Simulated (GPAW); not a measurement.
# STM contrast on W2N(OH)2 MXene monolayer

What would a tunnelling microscope show on W2N(OH)2 MXene monolayer?

Method: GPAW, PAW setups; layer in a repeated cell with vacuum, relaxation of atoms and in-plane cell, in the first sound run; inputs show where later runs differ, in GPAW 26.7.0.

### 1. The starting structure

The cell holds 7 atoms: 2 H, 2 O, 2 W and 1 N. Its edges and angles: a = 3.054 Å, b = 3.054 Å, c = 22.717 Å, α = 90.0°, β = 90.0°, γ = 120.0°. Vacuum lies along c.

### 2. Relaxing the atoms

Forces are removed first; all later runs use this geometry.

The input, run.py:

```python
import json
import numpy as np
from ase import Atoms
from ase.filters import FrechetCellFilter
from ase.optimize import BFGS
from gpaw import GPAW, PW

slab = Atoms(
    ['H', 'O', 'W', 'N', 'W', 'O', 'H'],
    positions=[
        [-0.00000, 1.76317, 8.00000],
        [-0.00000, 1.76317, 8.98000],
        [1.52695, 0.88159, 10.15352],
        [0.00000, 0.00000, 11.35851],
        [-0.00000, 1.76317, 12.56350],
        [1.52695, 0.88159, 13.73701],
        [1.52695, 0.88159, 14.71701]],
    cell=[[3.05391, 0.0, 0.0], [-1.52695, 2.64476, 0.0], [0.0, 0.0, 22.717]],
    pbc=[True, True, True])

slab.calc = GPAW(mode=PW(600), xc='PBE', kpts={'size': (12, 12, 1), 'gamma': True},
                 occupations={'name': 'fermi-dirac', 'width': 0.05}, nbands='160%',
                 convergence={'density': 1e-05}, maxiter=200,
                 symmetry={'tolerance': 1e-3}, txt='slab.txt')
result = {}
# The in-plane cell is free; stress needs a cell that repeats along all three vectors
path = []
opt = BFGS(FrechetCellFilter(slab, mask=[1, 1, 0, 0, 0, 1]), maxstep=0.2)
opt.attach(lambda: path.append((slab.get_potential_energy(), slab.positions.tolist(), slab.get_forces().tolist())))
result['relaxed'] = bool(opt.run(fmax=0.02, steps=45))
result['path'] = path
result['cell'] = slab.cell.tolist()
print('in-plane lattice', slab.cell.cellpar().round(4)[[0, 1, 5]])
energy = slab.get_potential_energy()
fermi = slab.calc.get_fermi_level()
v = slab.calc.get_electrostatic_potential().mean((0, 1)) - fermi
n = slab.calc.get_pseudo_density().mean((0, 1))
L = slab.cell[2, 2]
z = np.arange(len(v)) * L / len(v)
low, high = slab.positions[:, 2].min(), slab.positions[:, 2].max()
below, above = np.interp([low - 5.8, high + 5.8], z, v)
slopes = [np.interp(x, z, np.gradient(v, z)) for x in (low - 5.8, high + 5.8)]
eps = np.array([[slab.calc.get_eigenvalues(k, s) for k in range(len(slab.calc.get_ibz_k_points()))]
                for s in range(slab.calc.get_number_of_spins())]) - fermi
top, bottom = eps[eps < 0].max(), eps[eps > 0].min()
dipole = slab.get_dipole_moment()[2]
print(f'energy {energy:.4f} eV, Fermi level {fermi:.4f} eV, dipole {dipole:.5f} e A')
print(f'potential 5.8 A off the faces, from the Fermi level: lower {below:.4f} eV, upper {above:.4f} eV')
print(f'slope of the potential there: lower {slopes[0]:.5f}, upper {slopes[1]:.5f} eV/A')
print(f'nearest levels on the mesh: {top:.4f} and {bottom:.4f} eV')
print('magnetic moment', round(slab.get_magnetic_moment(), 3))
result.update(energy=energy, fermi=fermi, dipole=dipole, below=below, above=above, slopes=slopes, edges=[top, bottom],
              z=z.tolist(), v=v.tolist(), n=n.tolist(), positions=slab.positions.tolist(),
              forces=slab.get_forces(apply_constraint=False).tolist(), moments=slab.get_magnetic_moments().tolist())
json.dump(result, open('result.json', 'w'))
```

The run is started by

```bash
OMP_NUM_THREADS=1 OPENBLAS_NUM_THREADS=1 python run.py
```

Log:

```text
Step          Energy          fmax
BFGS:    0      -49.718752        1.636792
BFGS:    1      -49.813689        1.296740
BFGS:    2      -50.006975        1.007068
BFGS:    3      -50.119929        1.280375
BFGS:    4      -50.240563        1.848160
BFGS:    5      -50.432716        2.102701
BFGS:    6      -50.713908        1.670602
BFGS:    7      -50.920412        1.804694
BFGS:    8      -51.113505        1.661822
BFGS:    9      -51.270603        1.595243
BFGS:   10      -51.400168        1.466952
BFGS:   11      -51.628099        0.475860
BFGS:   12      -51.609791        0.092895
BFGS:   13      -51.617202        0.026048
BFGS:   14      -51.617154        0.004353
in-plane lattice [  2.7859   2.7859 119.9999]
energy -51.6049 eV, Fermi level 3.1465 eV, dipole 0.00036 e A
potential 5.8 A off the faces, from the Fermi level: lower 2.7543 eV, upper 2.7533 eV
slope of the potential there: lower -0.00143, upper 0.00206 eV/A
nearest levels on the mesh: -0.0168 and 0.0118 eV
magnetic moment 0.0
```

Elapsed: 27 min, on 1 thread of Arm Neoverse V1, shared host; peak memory 0.44 GiB.

This step gave:

```
dipole along the normal                    : 3.59e-4 e·Å
levels nearest the Fermi level on the mesh : -0.01681, 0.01181 eV from the Fermi level
```

The electrostatic potential energy of an electron (without an applied field's), less the Fermi level, planar mean oscillates, so the rows of the table below give means over windows of 2.02 Å about each position, cut where the curve ends. Its maxima inside the range that stand out by 2 % of the span (Å: eV): 7.7: -1.22, 8.8: -6.97, 10.9: -6.68, 11.9: -6.68, 13.9: -6.98, 15.0: -1.22. Its minima: 7.4: -2.49, 8.4: -13.6, 9.8: -32.3, 11.4: -15.6, 12.9: -32.3, 14.3: -13.6, 15.3: -2.50.

Table of electrostatic potential energy of an electron (without an applied field's), less the Fermi level, planar mean by z; means over each step:

| z (Å) | electrostatic potential energy of an electron (without an applied field's), less the Fermi level, planar mean (eV) |
| --- | --- |
| 1.01 | 2.75 |
| 3.03 | 2.74 |
| 5.05 | 2.47 |
| 7.07 | -0.567 |
| 9.09 | -16.9 |
| 11.11 | -11.9 |
| 13.13 | -18.7 |
| 15.15 | -3.69 |
| 17.17 | 2.19 |
| 19.19 | 2.72 |
| 21.21 | 2.75 |

The pseudo valence density, planar mean oscillates, so the rows of the table below give means over windows of 1.51 Å about each position, cut where the curve ends. Its maxima inside the range that stand out by 2 % of the span (Å: e/Å³): 8.4: 1.12, 9.9: 1.96, 11.4: 0.824, 12.8: 1.96, 14.3: 1.12. Its minima: 9.1: 0.525, 10.8: 0.551, 11.9: 0.551, 13.6: 0.525.

Pseudo valence density, planar mean against z; means over each step:

z (Å), pseudo valence density, planar mean (e/Å³) and a bar:
```
     2.27       0.00 
     3.78       0.00 
     5.29       0.00 
     6.80       0.06 ##
     8.31       0.70 #################
     9.82       1.20 ##############################
    11.33       0.68 #################
    12.84       1.20 ##############################
    14.35       0.71 ##################
    15.86       0.07 ##
    17.37       0.00 
    18.88       0.00 
    20.39       0.00
```

The relaxation lowered the energy of the cell by 1.90 eV (energies extrapolated to zero smearing; the optimiser's log prints free energies). The largest force left on a free atom is 0.0044 eV/Å.

### 3. Plane waves, PBE

With the geometry fixed, the planar mean of the potential gives the vacuum level on each side.

This step: GPAW, PAW setups; slab in vacuum (GPAW 26.7.0).

The cell differs from the one that the last finished run ended in (c 22.717 → 23.901 Å).

The input, run.py:

```python
import json
import numpy as np
from ase import Atoms
from ase.dft.stm import STM
from gpaw import GPAW, PW

slab = Atoms(
    ['H', 'O', 'W', 'N', 'W', 'O', 'H'],
    positions=[
        [0.00000, 1.60842, 8.00000],
        [0.00000, 1.60842, 8.98694],
        [1.39293, 0.80421, 10.45243],
        [0.00000, 0.00000, 11.95038],
        [0.00000, 1.60842, 13.44832],
        [1.39293, 0.80421, 14.91381],
        [1.39293, 0.80421, 15.90074]],
    cell=[[2.78587, 0.0, 0.0], [-1.39293, 2.41263, 0.0], [0.0, 0.0, 23.9007]],
    pbc=[True, True, False])

slab.calc = GPAW(mode=PW(500), xc='PBE', kpts={'size': (12, 12, 1), 'gamma': True},
                 occupations={'name': 'fermi-dirac', 'width': 0.05}, nbands='160%',
                 convergence={'density': 1e-05}, maxiter=200,
                 poissonsolver={'dipolelayer': 'xy'},
                 symmetry={'tolerance': 1e-3}, txt='slab.txt')
result = {}
energy = slab.get_potential_energy()
fermi = slab.calc.get_fermi_level()
v = slab.calc.get_electrostatic_potential().mean((0, 1)) - fermi
n = slab.calc.get_pseudo_density().mean((0, 1))
L = slab.cell[2, 2]
z = np.arange(len(v)) * L / len(v)
low, high = slab.positions[:, 2].min(), slab.positions[:, 2].max()
below, above = np.interp([low - 5.8, high + 5.8], z, v)
slopes = [np.interp(x, z, np.gradient(v, z)) for x in (low - 5.8, high + 5.8)]
eps = np.array([[slab.calc.get_eigenvalues(k, s) for k in range(len(slab.calc.get_ibz_k_points()))]
                for s in range(slab.calc.get_number_of_spins())]) - fermi
top, bottom = eps[eps < 0].max(), eps[eps > 0].min()
dipole = slab.get_dipole_moment()[2]
print(f'energy {energy:.4f} eV, Fermi level {fermi:.4f} eV, dipole {dipole:.5f} e A')
print(f'potential 5.8 A off the faces, from the Fermi level: lower {below:.4f} eV, upper {above:.4f} eV')
print(f'slope of the potential there: lower {slopes[0]:.5f}, upper {slopes[1]:.5f} eV/A')
print(f'nearest levels on the mesh: {top:.4f} and {bottom:.4f} eV')
print('magnetic moment', round(slab.get_magnetic_moment(), 3))
result.update(energy=energy, fermi=fermi, dipole=dipole, below=below, above=above, slopes=slopes, edges=[top, bottom],
              z=z.tolist(), v=v.tolist(), n=n.tolist(), positions=slab.positions.tolist(),
              forces=slab.get_forces(apply_constraint=False).tolist(), moments=slab.get_magnetic_moments().tolist())

# Images need the states of the whole zone, up to time reversal
slab.calc = slab.calc.fixed_density(symmetry={'point_group': False}, txt='states.txt', nbands='280%',
                                    convergence={'bands': 'CBM+2.3'})
stm = STM(slab)
result['stm'] = []
for bias in [-1.5, 2.0]:
    height = high + 4.0
    current = stm.get_averaged_current(bias, height)
    x, y, h = stm.scan(bias, current)
    i, f = divmod(height / L * stm.ldos.shape[2], 1)
    I = abs((1 - f) * stm.ldos[:, :, int(i)] + f * stm.ldos[:, :, int(i) + 1])
    print(f'bias {bias} V: mean current at 4.0 A {current:.4e}, corrugation {np.ptp(h):.4f} A')
    result['stm'].append(dict(bias=bias, current=current, h=(h - high).tolist(), I=I.tolist()))
json.dump(result, open('result.json', 'w'))
```

Log:

```text
energy -50.4639 eV, Fermi level 2.8452 eV, dipole 0.00094 e A
potential 5.8 A off the faces, from the Fermi level: lower 2.7875 eV, upper 2.7649 eV
slope of the potential there: lower -0.00283, upper 0.00283 eV/A
nearest levels on the mesh: -0.0183 and 0.0122 eV
magnetic moment 0.0
bias -1.5 V: mean current at 4.0 A 1.4134e-04, corrugation 0.0302 A
bias 2.0 V: mean current at 4.0 A 7.8709e-04, corrugation 0.0281 A
```

Elapsed: 5 min, on 1 thread; peak memory 0.71 GiB.

This step gave:

```
dipole along the normal                    : 9.40e-4 e·Å
levels nearest the Fermi level on the mesh : -0.01828, 0.01218 eV from the Fermi level
upper work function                        : 2.765 eV
lower work function                        : 2.788 eV
corrugation -1.5                           : 0.03016 Å
corrugation 2                              : 0.02814 Å
```

The electrostatic potential energy of an electron (without an applied field's), less the Fermi level, planar mean oscillates, so the rows of the table below give means over windows of 2.01 Å about each position, cut where the curve ends. Its maxima inside the range that stand out by 2 % of the span (Å: eV): 8.3: -1.21, 9.5: -6.94, 11.5: -6.73, 12.4: -6.73, 14.4: -6.96, 15.6: -1.23. Its minima: 8.0: -2.43, 9.0: -13.6, 10.4: -32.2, 12.0: -15.7, 13.5: -32.2, 14.9: -13.6, 15.9: -2.45.

Table of electrostatic potential energy of an electron (without an applied field's), less the Fermi level, planar mean by z; means over each step:

z (Å), electrostatic potential energy of an electron (without an applied field's), less the Fermi level, planar mean (eV) and a bar from the least value:
```
     1.00        2.8 ##############################
     3.01        2.8 ##############################
     5.02        2.7 ##############################
     7.03        0.8 ###########################
     9.04       -8.3 ##############
    11.05      -18.4 
    13.06      -18.7 
    15.07       -6.7 #################
    17.08        1.3 ############################
    19.09        2.7 ##############################
    21.10        2.8 ##############################
    23.11        2.8 ##############################
```

The pseudo valence density, planar mean oscillates, so the rows of the table below give means over windows of 1.53 Å about each position, cut where the curve ends. Its maxima inside the range that stand out by 2 % of the span (Å: e/Å³): 9.0: 1.12, 10.5: 1.96, 12.0: 0.818, 13.4: 1.96, 14.9: 1.12. Its minima: 9.6: 0.548, 11.3: 0.539, 12.6: 0.539, 14.3: 0.548.

The pseudo valence density, planar mean by z; means over each step:

| z (Å) | pseudo valence density, planar mean (e/Å³) |
| --- | --- |
| 2.29 | 2.1e-5 |
| 3.82 | 2.2e-4 |
| 5.35 | 0.00184 |
| 6.88 | 0.0181 |
| 8.41 | 0.514 |
| 9.95 | 1.13 |
| 11.47 | 0.776 |
| 13.00 | 1.13 |
| 14.53 | 0.822 |
| 16.06 | 0.173 |
| 17.59 | 0.00620 |
| 19.12 | 8.6e-4 |
| 20.65 | 9.1e-5 |

Tip height over the top atom over a1 and a2. Sample bias -1.5 V, constant current at the mean current 4.0 Å over the top atom.

Ten even steps from '0' (3.984 Å) to '9' (4.014 Å):
```
134455555554431
344555555554432
445566566554433
455664466554323
455643465544334
555544555555555
555666555567765
555665556788876
555555557899875
455554568999865
444444578998754
444433578887533
333323567765323
112334556554332
013444555544431
```
Columns: a1 from 0 to 0.933; rows upwards: a2 from 0 to 0.933.

Local density of states summed over the bias window over a1 and a2. Sample bias -1.5 V, constant height 4.0 Å over the top atom.

Ten even steps from '0' (1.38 × 1e-4 arbitrary) to '9' (1.44 × 1e-4 arbitrary):
```
134444444444431
344455555544432
344566566544333
345654456543323
445643465443333
445544554445554
445656544567765
445665446788876
445554457899875
444444468999864
344433578998753
344333578887533
333323567765323
112333456543332
013334444443331
```
Columns: a1 from 0 to 0.933; rows upwards: a2 from 0 to 0.933.

Tip height over the top atom over a1 and a2. Sample bias 2 V, constant current at the mean current 4.0 Å over the top atom.

Ten even steps from '_' (3.988 Å) to '@' (4.016 Å):
```
____..::----======----::..____
__..::--============--::..____
..::--======++======--::......
::--================--::::::::
----==============------------
======++====++================
==================++**####**++
================**##%%%%%%##**
==--======--==++##%%@@@@%%##++
------------==**%%@@@@@@%%**==
::::::::::--==##%%@@@@%%##==--
........::--==##%%%%%%##==--::
______..::--==**####**==--::..
______..::--==++**++==--::..__
______..::--========--::..____
```
Columns: a1 from 0 to 0.933; rows upwards: a2 from 0 to 0.933.

Local density of states summed over the bias window over a1 and a2. Sample bias 2 V, constant height 4.0 Å over the top atom.

Ten even steps from '0' (7.76 × 1e-4 arbitrary) to '9' (8.03 × 1e-4 arbitrary):
```
001233444332100
012344444432100
123444544432111
234444444432222
334444444332332
344544544334443
444444444566665
444444445788875
334443357899875
333333368999863
222222468998642
111123468886432
000123467764321
000122355532210
000123344332100
```
Columns: a1 from 0 to 0.933; rows upwards: a2 from 0 to 0.933.

Force by atom:

| atom | x (eV/Å) | y (eV/Å) | z (eV/Å) | size |
| --- | --- | --- | --- | --- |
| H1 | 0.0000 | 0.0000 | -0.0912 | 0.0912 |
| O2 | 0.0000 | 0.0000 | 0.0976 | 0.0976 |
| W3 | 0.0000 | 0.0000 | -0.0361 | 0.0361 |
| N4 | 0.0000 | 0.0000 | 0.0000 | 0.0000 |
| W5 | 0.0000 | 0.0000 | 0.0361 | 0.0361 |
| O6 | 0.0000 | 0.0000 | -0.0976 | 0.0976 |
| H7 | 0.0000 | 0.0000 | 0.0912 | 0.0912 |

The potential is flat to 0.003 eV/Å where it is read, so the vacuum is wide enough.

### 4. A changed run

One more run, with changed settings.

run.py, as its differences from that of step 3:

```diff
@@ -3,3 +3,2 @@
 from ase import Atoms
-from ase.dft.stm import STM
 from gpaw import GPAW, PW
@@ -19,5 +18,5 @@
 
-slab.calc = GPAW(mode=PW(500), xc='PBE', kpts={'size': (12, 12, 1), 'gamma': True},
+slab.calc = GPAW(mode=PW(140), xc='PBE', kpts={'size': (12, 12, 1), 'gamma': True},
                  occupations={'name': 'fermi-dirac', 'width': 0.05}, nbands='160%',
-                 convergence={'density': 1e-05}, maxiter=200,
+                 convergence={'density': 1e-05}, maxiter=75,
                  poissonsolver={'dipolelayer': 'xy'},
@@ -46,16 +45,2 @@
               forces=slab.get_forces(apply_constraint=False).tolist(), moments=slab.get_magnetic_moments().tolist())
-
-# Images need the states of the whole zone, up to time reversal
-slab.calc = slab.calc.fixed_density(symmetry={'point_group': False}, txt='states.txt', nbands='280%',
-                                    convergence={'bands': 'CBM+2.3'})
-stm = STM(slab)
-result['stm'] = []
-for bias in [-1.5, 2.0]:
-    height = high + 4.0
-    current = stm.get_averaged_current(bias, height)
-    x, y, h = stm.scan(bias, current)
-    i, f = divmod(height / L * stm.ldos.shape[2], 1)
-    I = abs((1 - f) * stm.ldos[:, :, int(i)] + f * stm.ldos[:, :, int(i) + 1])
-    print(f'bias {bias} V: mean current at 4.0 A {current:.4e}, corrugation {np.ptp(h):.4f} A')
-    result['stm'].append(dict(bias=bias, current=current, h=(h - high).tolist(), I=I.tolist()))
 json.dump(result, open('result.json', 'w'))
```

Log:

```text
energy 54.7388 eV, Fermi level 3.0482 eV, dipole 0.00096 e A
potential 5.8 A off the faces, from the Fermi level: lower 3.1911 eV, upper 3.1671 eV
slope of the potential there: lower -0.03378, upper 0.03374 eV/A
nearest levels on the mesh: -0.0740 and 0.0250 eV
magnetic moment 0.0
```

Run time: 14 s. Hardware: 1 thread; peak memory 0.14 GiB.

The run finished. A setting was moved off its sound value on purpose, so it serves as a test and not as the result.

The fault put into the input: a cutoff far too low (ecut = 140).

### 5. Outcome

| Item | Value |
| --- | --- |
| work function, upper and lower face | 2.765 and 2.788 eV |
| dipole along the normal | 9.4e-4 e Å |
| corrugation at -1.5 V | 0.0302 Å as printed, 0.018 Å or less without short-wave noise |
| corrugation at 2 V | 0.0281 Å |

At -1.5 V GPAW's map carries short-wave noise, which can't be real at this height: without waves under 1.5 Å it spans 0.018 Å against 0.030 Å printed. The reading below uses the filtered value, which may still be too high. In GPAW's constant-current maps the tip height varies by under 0.05 Å at every bias shown (0.028 Å at most), which is near the numerical ripple of the maps: an s-wave tip would see an almost flat surface. Negative sample bias images filled states, positive bias empty ones. The images are of Tersoff-Hamann type: an s-wave tip, no tip-sample forces, heights closer than in a microscope. The starting lattice was a guess from atomic radii; the relaxation moved it by -9 %. The small printed dipole stands for a step of -25 meV from the lower to the upper face, and the probes find -23 meV; values this small are near the numerical noise of both. The cell holds an odd number of electrons, so without spin polarisation it must come out metallic and without a moment, whatever its true state. The layer's cell and atoms come from the relaxation; spin-orbit coupling and temperature are left out.

[Logs are printed without paths, hosts, clocks, repeated set-up lines and the standing remarks that a program may print on its own settings, such as how far it seeks lower states.]

[Hosts, paths, dates, database ids (printed as entryN), source tags and the programs' standing remarks are cut or masked in the printed files.]
